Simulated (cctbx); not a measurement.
# Reading a Patterson map

Space group P4/mbm (no. 127), a = 18.0180 Å, b = 18.0180 Å, c = 3.0310 Å, α = 90.00°, β = 90.00°, γ = 90.00°, content Ru36 Co4 Ti18 N16.

The data are simulated with cctbx, not measured: Cu Kα, λ = 1.54184 Å, to d = 0.8 Å, 95 % of the full sphere, strongest reflection 70000 counts, noise from counting, a 3 % proportional error and a noise floor of 8 counts (s.d.); no absorption.

Patterson synthesis from sharpened amplitudes, origin scaled to 1000:

```text
Patterson group P 4/m m m
      u       v       w   height  length (A)
  0.000   0.000   0.000   1000.0     0.00
  0.161   0.500   0.000    412.2     9.46
  0.337   0.337   0.000    344.9     8.58
  0.118   0.118   0.000    211.0     3.00
  0.196   0.253   0.000    162.7     5.76
  0.077   0.372   0.000    162.0     6.84
  0.000   0.160   0.000    158.3     2.89
  0.000   0.126   0.500    155.9     2.73
  0.037   0.252   0.000    155.2     4.59
  0.083   0.134   0.000    149.2     2.83
  0.000   0.500   0.000    138.9     9.01
  0.171   0.336   0.000    136.9     6.79
  0.239   0.357   0.000    119.0     7.74
  0.000   0.323   0.000    117.2     5.83
```

**Question.** Which atom pairs make the peaks, and where is the heaviest atom?

A peak at u stands for all pairs with xi − xj = u, with weight Σ ZiZj against Σ Z² = 82108 at the origin. Peak heights follow these weights only roughly, since form factors, motion and series ripples differ, all vectors within 0.55 Å of a peak are counted as merged into it though the farther ones add only part of their weight, and F(000) is left out, which lowers the whole map:

| u | v | w | shortest length (Å) | height | 1000 ΣZiZj/ΣZ² | pairs in the cell |
| --- | --- | --- | --- | --- | --- | --- |
| 0.161 | 0.500 | 0.000 | 9.46 | 412 | 588 | 22 × Ru–Ru, 6 × Ti–Ti, 4 × Co–Ti, 8 × N–N |
| 0.337 | 0.337 | 0.000 | 8.59 | 345 | 412 | 16 × Ru–Ru, 3 × Ti–Ti, 2 × Co–Ti, 4 × N–N |
| 0.118 | 0.118 | 0.000 | 3.01 | 211 | 334 | 12 × Ru–Ru, 6 × Ti–Ti, 2 × Co–Ti, 2 × N–N |
| 0.196 | 0.253 | 0.000 | 5.77 | 163 | 192 | 8 × Ru–Ru, 2 × Ti–N |
| 0.077 | 0.372 | 0.000 | 6.84 | 162 | 217 | 8 × Ru–Ru, 2 × Co–Ti, 1 × Ti–Ti, 2 × Co–N, 2 × Ti–N |
| 0.000 | 0.160 | 0.000 | 2.88 | 158 | 290 | 12 × Ru–Ru, 4 × Ti–N |
| 0.000 | 0.126 | 0.500 | 2.73 | 156 | 294 | 20 × Ru–Ti, 4 × Ru–Co |
| 0.037 | 0.252 | 0.000 | 4.59 | 155 | 215 | 8 × Ru–Ru, 2 × Co–Ti, 2 × Ti–Ti |
| 0.083 | 0.134 | 0.000 | 2.84 | 149 | 206 | 8 × Ru–Ru, 6 × Ti–N, 2 × Co–N, 2 × N–N |
| 0.000 | 0.500 | 0.000 | 9.01 | 139 | 298 | 12 × Ru–Ru, 8 × Ti–N |

The table stops at ten peaks or at a height of 45, below which ripples compete. In the model behind the data Ru, the heaviest element, has 5 independent sites: (0.0713, 0.9010, 0), (0.2112, 0.8346, 0), (0.9486, 0.6676, 0), (0.5817, 0.9183, 0) and (0.0818, 0.7439, 0), up to an allowed shift of origin; the Ru–Ru vectors are differences of these positions and their symmetry mates. The whole model:

```csv
atom,mult.,x,y,z,Ueq (Å²)
Ru1,8,0.0713,0.9010,0,0.0067
Ru2,8,0.2112,0.8346,0,0.0054
Ru3,8,0.9486,0.6676,0,0.0040
Ru4,4,0.5817,0.9183,0,0.0099
Ru5,8,0.0818,0.7439,0,0.0111
Co1,4,0.5478,0.0478,1/2,0.0078
Ti1,4,0.6677,0.1677,1/2,0.0126
Ti2,8,0.9638,0.8116,1/2,0.0113
Ti3,2,0,0,1/2,0.0123
Ti4,4,0.6992,0.8008,1/2,0.0071
N1,8,0.0359,0.6675,1/2,0.0128
N2,8,0.1251,0.8303,1/2,0.0131
```

This is a model crystal, built by substitution and not relaxed, with assumed displacement parameters.

[Logs are printed without paths, hosts, clocks, repeated set-up lines and the standing remarks that a program may print on its own settings, such as how far it seeks lower states.]
